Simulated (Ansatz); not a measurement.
# Where H_i (bond centre, by O) puts its levels in the gap of MgO (Fm-3m)

Charge states of H_i (bond centre, by O) in MgO (Fm-3m), set against the band edges. Model: a cell of 54 host atoms with 1 H put in.

Program: Ansatz 0.2.0. Level of theory: place-levels on r2SCAN runs: charge-transition levels and formation energies with image-charge correction and potential alignment at the atomic sites. Results are calculated unless marked as measured.

**What experiment says.**

For MgO, rocksalt (bulk crystal), “Electronic structure of alkaline earth and post-transition metal oxides” (2009, arxiv:0908.1581) quotes earlier work: band gap (literature experimental gap) 7.83 eV [Literature value based on experiment; other listed experimental values range from 7.7 to …].

### 1. The structure

The cell holds 55 atoms: 27 Mg, 27 O and 1 H. Its edges and angles: a = 8.919 Å, b = 8.919 Å, c = 8.919 Å, α = 60.0°, β = 60.0°, γ = 60.0°. It derives from MgO (space group Fm-3m). Nearest the centre at fractional (0.417, 0.583, 0.583): H55 at 0.00 Å, O28 at 1.05 Å, Mg35 at 1.05 Å, Mg51 at 2.35 Å, Mg47 at 2.35 Å, Mg29 at 2.35 Å, Mg33 at 2.35 Å, O12 at 2.35 Å.

Coordinates:

```xyz
55
Lattice="0.0000 6.3066 6.3066 6.3066 0.0000 6.3066 6.3066 6.3066 0.0000" Properties=species:S:1:pos:R:3 pbc="T T T"
Mg    0.0000    0.0000    0.0000
O     2.1022    2.1022    2.1022
Mg    2.1022    2.1022    0.0000
O     4.2044    4.2044    2.1022
Mg    4.2044    4.2044    0.0000
O     6.3066    6.3066    2.1022
Mg    2.1022    0.0000    2.1022
O     4.2044    2.1022    4.2044
Mg    4.2044    2.1022    2.1022
O     6.3066    4.2044    4.2044
Mg    6.3066    4.2044    2.1022
O     8.4088    6.3066    4.2044
Mg    4.2044    0.0000    4.2044
O     6.3066    2.1022    6.3066
Mg    6.3066    2.1022    4.2044
O     8.4088    4.2044    6.3066
Mg    8.4088    4.2044    4.2044
O    10.5110    6.3066    6.3066
Mg    0.0000    2.1022    2.1022
O     2.1022    4.2044    4.2044
Mg    2.1022    4.2044    2.1022
O     4.2044    6.3066    4.2044
Mg    4.2044    6.3066    2.1022
O     6.3066    8.4088    4.2044
Mg    2.1022    2.1022    4.2044
O     4.2044    4.2044    6.3066
Mg    4.2044    4.2044    4.2044
O     6.3066    6.3066    6.3066
Mg    6.3066    6.3066    4.2044
O     8.4088    8.4088    6.3066
Mg    4.2044    2.1022    6.3066
O     6.3066    4.2044    8.4088
Mg    6.3066    4.2044    6.3066
O     8.4088    6.3066    8.4088
Mg    8.4088    6.3066    6.3066
O    10.5110    8.4088    8.4088
Mg    0.0000    4.2044    4.2044
O     2.1022    6.3066    6.3066
Mg    2.1022    6.3066    4.2044
O     4.2044    8.4088    6.3066
Mg    4.2044    8.4088    4.2044
O     6.3066   10.5110    6.3066
Mg    2.1022    4.2044    6.3066
O     4.2044    6.3066    8.4088
Mg    4.2044    6.3066    6.3066
O     6.3066    8.4088    8.4088
Mg    6.3066    8.4088    6.3066
O     8.4088   10.5110    8.4088
Mg    4.2044    4.2044    8.4088
O     6.3066    6.3066   10.5110
Mg    6.3066    6.3066    8.4088
O     8.4088    8.4088   10.5110
Mg    8.4088    8.4088    8.4088
O    10.5110   10.5110   10.5110
H     7.3577    6.3066    6.3066
```

Screening for the image-charge correction: ε∞ = 3.23, ε0 = 10.09, from a response run on this crystal (DFPT, PBEsol) at that run's own cell.

The cell's shortest repeat is 8.9 Å.

### 2. Charge states

Levels follow from differences of total energies between charge states, each relaxed by itself.

Random displacements of about 0.05 Å break the site symmetry at the start, so that the relaxation can reach a distorted minimum if there is one. Forces are taken at one point at (¼, ¼, ¼). The cell holds 1 electron more than the neutral one, with a uniform background that keeps it neutral on the whole.

The sampling was tested on the host first: at the k-points planned (1x1x1 shifted 0.25 0.25 0.25) its energy lies 0.020 eV an atom from the dense-mesh value, under the bound of 0.02 eV set for this test; that bounds the host's error, not the defect's.

One state's input; the others differ in charge, spin, start and seed, and in occupations where the table says so.

qm1.relax/input.yaml reads:

```yaml
crystal:
  lattice:
    - [0.0, 2.10219755, 2.10219755]
    - [2.10219755, 0.0, 2.10219755]
    - [2.10219755, 2.10219755, 0.0]
  atoms:
    - { symbol: Mg, position: [0.0, 0.0, 0.0] }
    - { symbol: O, position: [0.5, 0.5, 0.5] }
  supercell: [3, 3, 3]
  defects:
    - { interstitial: { symbol: H, position: [0.416667, 0.583333, 0.583333] } }
total_charge: -1
basis:
  ecutwfc: 500
  xc_grid: 2
hamiltonian:
  xc: r2scan
kpoints:
  mp_grid: { grid: [1, 1, 1], shift: [0.25, 0.25, 0.25] }
scf:
  occupations: { method: fixed }
  max_iter: 60
output:
  forces: true
  charged_corrections: { epsilon: 3.23, static_epsilon: 10.09 }
relax:
  f_tol: 0.02
  max_steps: 80
  random_displacement: { amplitude: 0.05, seed: 1611 }
checkpoint:
  write: "../qm1.relax.run"
  compress: false
  write_wavefunctions: true
  write_every: 100000
```

Started as:

```bash
ansatz run input.yaml --threads 4 --pin off --max-ram 7536MiB --backend cpu --events-out ev --progress --plain --runs-dir out
```

Defect states can disperse in a cell of this size, so the energy is taken again at a 2×2×2 shifted mesh, on the relaxed structure.

The run of this state that the levels use, under r2SCAN:

qm1.point/input.yaml reads:

```yaml
crystal:
  checkpoint: "../qm1.relax.run"
  host: checkpoint
total_charge: -1
basis:
  ecutwfc: 500
  xc_grid: 2
hamiltonian:
  xc: r2scan
kpoints:
  mp_grid: { grid: [2, 2, 2], shift: [0.5, 0.5, 0.5] }
scf:
  occupations: { method: fermi_dirac, width: 0.01 }
  max_iter: 60
output:
  forces: true
  eigenvalues: true
  charged_corrections:
    epsilon: 3.23
    static_epsilon: 10.09
    defect_position: [0.416667, 0.583333, 0.583333]
  eigenstates: { localisation: true }
  populations: true
  band_densities: [{ bands: [v1, v1] }, { bands: [c1, c1] }]
  write_density: true
  write_potential: true
  volumetric_format: npy
checkpoint:
  read: "../qm1.relax.run"
  write: "../qm1.point.run"
  compress: false
  write_wavefunctions: false
  write_every: 100000
```

Relaxations under r2SCAN at one point at (¼, ¼, ¼); times on 4 threads of Intel Xeon 6975P-C (Granite Rapids), shared host:

```csv
charge,moment (μB),occupations,outcome,steps,largest displacement against the far atoms (Å),time
−1,0,fixed,converged,14,1.48,63 s
0,1,fixed,converged,15,1.48,2.3 min
+1,0,fixed,converged,10,0.92,44 s
```

Single points under r2SCAN at a 2×2×2 shifted mesh; times on 4 threads of Intel Xeon 6975P-C (Granite Rapids), shared host:

```csv
charge,moment (μB),occupations,outcome,time
−1,0,fermi-dirac,converged,22 s
0,1,fermi-dirac,converged,54 s
+1,0,fermi-dirac,converged,21 s
```

Distances (Å) from H55 to the nearest atoms after relaxation with r2SCAN:

```csv
charge,moment (μB),1.,2.,3.,4.,5.,6.
−1,0,Mg 1.76,Mg 1.76,Mg 1.76,Mg 1.76,O 2.06,O 2.06
0,1,Mg 1.86,Mg 1.86,Mg 1.86,Mg 1.86,O 1.92,O 1.92
+1,0,O 0.97,Mg 1.92,Mg 1.92,Mg 1.92,O 2.20,O 2.20
```

### 3. Placing the levels, r2SCAN

A charged cell interacts with its images and the background, and its potential has another zero than the host's. place-levels removes the first by a point-charge model, screened by the static dielectric constant since the ions have relaxed around the charge, and the second by comparing potentials at atoms far from the defect.

The host is a run of the defect-free crystal in the same cutoffs, grids and k-points, so that basis and sampling errors cancel in part in the differences. The host is run in a cell of 2 atoms on a matching mesh. Its band edges are searched through the zone by a band path, so the gap is smaller than, or equal to, that on the mesh. Chemical potentials are energies per atom of H (H2 molecule), run with the same functional and cutoff.

levels.point.yaml reads:

```yaml
host:
  run: host.point.run
states: [qm1.point.run, q0_M1.point.run, qp1.point.run]
geometry_from:
  qm1.point.run: qm1.relax.run
  q0_M1.point.run: q0_M1.relax.run
  qp1.point.run: qp1.relax.run
chemical_potentials:
  H:
    energy: -15.945667
    dataset: "<sha256 of the dataset>"
epsilon: 3.23
static_epsilon: 10.09
vertical:
  - { from: qm1.point.run, to: qm1.point_neutral.run }
  - { from: qp1.point.run, to: qp1.point_neutral.run }
```

Started as:

```bash
ansatz place-levels levels.point.yaml -- --threads 4 --pin off --max-ram 7536MiB
```

Numbers of over 12 decimals in the logs are rounded to 6 here.

Output:

```text
[... repeated set-up lines and file paths are left out, and long positions are rounded to six places ...]
(+1/0) 4.511 eV above the valence edge, 1.174 eV under the conduction edge; not on the lower envelope
(0/-1) 3.722 eV above the valence edge, 1.962 eV under the conduction edge; not on the lower envelope
(+1/-1) 4.117 eV above the valence edge, 1.568 eV under the conduction edge: charges between them are lowest nowhere
formation energy of charge +1: -0.479 eV with the Fermi level at the valence edge
formation energy of charge 0: +4.032 eV with the Fermi level at the valence edge
formation energy of charge -1: +7.754 eV with the Fermi level at the valence edge
vertical -1 to 0: no energy, since no alignment is typed
  the change from vertical[0].from (qm1.point.run) to vertical[0].to (qm1.point_neutral.run): by its potential at epsilon 3.23 it stands at 0.215 0.546 0.546, with an rms radius of about 1.1 Å (0.6 0.6 0.6 Å across the planes of the cell's vectors); [...]
vertical +1 to 0: no energy, since no alignment is typed
  the change from vertical[1].from (qp1.point.run) to vertical[1].to (qp1.point_neutral.run): by its potential at epsilon 3.23 it stands at 0.520 0.522 0.523, with an rms radius of about 3.1 Å (1.8 1.8 1.8 Å across the planes of the cell's vectors); [...]
  edges by r2scan, gap 5.684 eV; the host is sampled to repeats of 17.84 Å
  the defect's cells are sampled to repeats of 17.84 Å, like sampling
  charge +1: -67479.2544 eV with its correction of +0.312 eV, at epsilon 10.09, aligned at sites: +0.0526 eV, mean over 10 atomic sites at or beyond 4.46 Å from the defect at [0.4167, 0.5833, 0.5833], with +0.000000 for the charge's moments and without [...]
  charge 0: +0.000 eV for its dipole among its images, +0.000 omitted
  charge -1: -67455.4499 eV with its correction of +0.224 eV, at epsilon 10.09, aligned at sites: +0.0352 eV, mean over 10 atomic sites at or beyond 4.46 Å from the defect at [0.4167, 0.5833, 0.5833], with +0.000000 for the charge's moments and without [...]
  of states[2] (qp1.point.run): it parts from the run at its places by a charge that spreads by about 1.8 Å along one vector (1.3 Å or more is wide), by its potential at epsilon 3.23, taken for that of held ions (one typed too small widens it), where the cell [...]
  of states[1] (q0_M1.point.run): its alignment with the host at atomic sites is doubtful: the cell is too small to show whether the defect's potential has decayed: take a larger one; stability_check_not_made
  of states[0] (qm1.point.run): its alignment with the host at atomic sites is doubtful: the cell is too small to show whether the defect's potential has decayed: take a larger one
  of vertical[0].to (qm1.point_neutral.run): stability_check_not_made
  of vertical[1].from (qp1.point.run): it parts from the run at its places by a charge that spreads by about 1.8 Å along one vector (1.3 Å or more is wide), by its potential at epsilon 3.23, taken for that of held ions (one typed too small widens it), where [...]
  of vertical[1].to (qp1.point_neutral.run): its moments are held at its close (magnetization.spin_locking), by a field of 0.351 eV a Bohr magneton, and its energy and levels are of the state that this holds: a run that lets them go can end lower; [...]
```

It took 0.22 s on 4 threads of Intel Xeon 6975P-C (Granite Rapids), shared host.

Levels between the charges placed, in eV above the valence top:

```csv
,gap (eV),(+1/0),(0/−1)
r2SCAN,5.68,4.51,3.72
```

Corrections by state:

```csv
charge,moment (μB),image terms and alignment (eV),band filling (eV),ε used,"over the lowest of its charge, as the program ranks them, band filling apart (eV)"
+1,0.0,0.312,-,10.09,0.000
0,1.0,0.000,-,-,0.000
−1,0.0,0.224,-,10.09,0.000
```

The charged structures listed were also run neutral, and place-levels reads from each pair, by the potential or the spins, how wide the charge is by which they differ; that can be the carrier of either run.

```csv
charge,rms radius (Å),spread where it is widest against the cell (Å),wide from (Å),reading
+1,3.1,1.76,1.26,wide
−1,1.1,0.64,1.26,narrow
```

The neutral runs of these pairs need not share the spin of the lowest neutral state, and very wide values only mean spread over the cell.

From the program's caveats on the states, each cut to its opening words:

- charge +1: it parts from the run at its places by a charge that spreads by about 1.8 Å along one vector (1.3 Å or more is wide), by its potential at epsilon 3.23, taken [...]
- charge +1, 0 (1 μB), −1: its alignment with the host at atomic sites is doubtful: the cell is too small to show whether the defect's potential has decayed: take a larger one
- charge +1: the far atoms show a dipole or second moment of the defect's charge, for which the correction takes or leaves out 0.233 eV: further moments aren't read, and [...]
- charge 0 (1 μB): flagged: stability check not made

The host's formation energy from the elements is -2.971 eV per atom; it sets how far the chemical potentials can move.

Limit set by the element alone; other compounds of these elements are not counted. Chemical potentials from the elements' reference states: Mg 0.00 eV, O -5.94 eV, H 0.00 eV. Formation energy by charge state (Mg-rich; gap 5.68 eV):

```csv
charge,at valence top (eV),at conduction bottom (eV),correction included (eV)
+1,-0.48,5.21,0.31
0,4.03,4.03,0.00
−1,7.75,2.07,0.22
```

```csv
Fermi level (eV),lowest formation energy (eV)
0.00,-0.48
0.52,0.04
1.03,0.55
1.55,1.07
2.07,1.59
2.58,2.10
3.10,2.62
3.62,3.14
4.14,3.62
4.65,3.10
5.17,2.59
5.68,2.07
```

Limit set by the element alone; other compounds of these elements are not counted. Chemical potentials from the elements' reference states: O 0.00 eV, Mg -5.94 eV, H 0.00 eV. Formation energies (O-rich), with the Fermi level at the valence top and at the conduction bottom (gap 5.68 eV):

```csv
charge,at valence top (eV),at conduction bottom (eV),correction included (eV)
+1,-0.48,5.21,0.31
0,4.03,4.03,0.00
−1,7.75,2.07,0.22
```

```
Fermi level (eV)  lowest formation energy (eV)
            0.00                         -0.48
            0.52                          0.04
            1.03                          0.55
            1.55                          1.07
            2.07                          1.59
            2.58                          2.10
            3.10                          2.62
            3.62                          3.14
            4.14                          3.62
            4.65                          3.10
            5.17                          2.59
            5.68                          2.07
```

### 4. Effect of the sampling

The relaxations' own energies give the levels at their sampling, for comparison.

levels.relax_mesh.yaml reads:

```yaml
host:
  run: host.relax.run
states: [qm1.relax.run, q0_M1.relax.run, qp1.relax.run]
chemical_potentials:
  H:
    energy: -15.945667
    dataset: "<sha256 of the dataset>"
```

Started as:

```bash
ansatz place-levels levels.relax_mesh.yaml -- --threads 4 --pin off --max-ram 7536MiB
```

Output:

```text
[...]
formation energy of charge +1: -0.457 eV with the Fermi level at the valence edge
formation energy of charge 0: +4.012 eV with the Fermi level at the valence edge
formation energy of charge -1: +7.619 eV with the Fermi level at the valence edge
  edges by r2scan, gap 5.666 eV; the host is sampled to repeats of 8.92 Å
[... the lines on each state left out ...]
```

Elapsed: 0.07 s, on 4 threads.

Levels between neighbouring charges, in eV above the valence top:

```csv
,gap (eV),(+1/0),(0/−1)
"one point at (¼, ¼, ¼)",5.67,4.47,3.61
a 2×2×2 shifted mesh,5.68,4.51,3.72
```

Going from one point at (¼, ¼, ¼) to a 2×2×2 shifted mesh moves the levels that carry no band-filling term by up to 0.12 eV and formation energies against the elements by up to 0.14 eV.

### 5. What came out

```yaml
gap_of_the_host: 5.68 eV (r2SCAN)
level_plus_1_over_0: 4.51 eV above the valence top, not a change between lowest states
level_0_minus_1: 3.72 eV above the valence top, not a change between lowest states
level_plus_1_minus_1: 4.12 eV above the valence top
lowest_of_the_charges_placed_just_above_the_valence_top_0p02_ev: +1
lowest_of_the_charges_placed_just_below_the_conduction_bottom_0p02_ev: −1
lowest_formation_energy_at_mid_gap_of_the_charges_run_mg_rich: 2.36 eV
lowest_formation_energy_at_mid_gap_of_the_charges_run_o_rich: 2.36 eV
```

Of the charges placed (−1, 0 and +1), the lowest changes at 4.12 eV (+1/−1) above the valence top, in a gap of 5.68 eV. (+1/−1) passes over charge 0, which lies 0.39 eV above the two there; a lower structure or spin state of it, if missed, would change that. Charges above +1 and below −1 were not placed, so these runs say nothing of levels that involve them. States placed: +1 at 0 μB; 0 at 1 μB; −1 at 0 μB. Other spin states or structures, where not listed, weren't placed. At charge −1, 0 and +1 the atom put in ends up to 1.5 Å from its starting place, so the name tells the start alone and the levels can join different sites. H is taken at its element; compounds, which aren't counted here, bound the chemical potentials and would shift these formation energies. Going from one point at (¼, ¼, ¼) to a 2×2×2 shifted mesh moves the levels that carry no band-filling term by up to 0.12 eV and formation energies against the elements by up to 0.14 eV. The program doubts the alignment of potentials for at least one state, a sign that the cell is small. What this leaves open: the images are only 8.9 Å apart; r2SCAN makes the gap too small and tends to spread out bound carriers; where a gas molecule sets a chemical potential or the host's formation energy, its binding is uncorrected.

Comparison with the measured values:

```
                             quantity  measured           r2SCAN
band gap (least gap of the host) (eV)      7.83  5.68 (-2.15 eV)
```

Measured values from arxiv:0908.1581 (2009).

**Verdict.** The band gap is off by -2.15 eV: a clear miss. Local and semilocal functionals usually give gaps below the measured ones. Zero-point and thermal motion shift the measured gap.

[Logs are printed without paths, hosts, clocks, repeated set-up lines and the standing remarks that a program may print on its own settings, such as how far it seeks lower states.]

[Hosts, paths, dates, database ids (printed as entryN), source tags and the programs' standing remarks are cut or masked in the printed files.]

[Where a table of states has a column of steps, it counts the stored structures, which are thinned; the runs took as many ionic steps or more.]

[A defect's name tells the site on which it was built; relaxed atoms can leave that site.]

[For some hosts the program warned that the k-mesh of the response run may be too coarse for force constants and the static dielectric constant; such warnings are not shown here.]
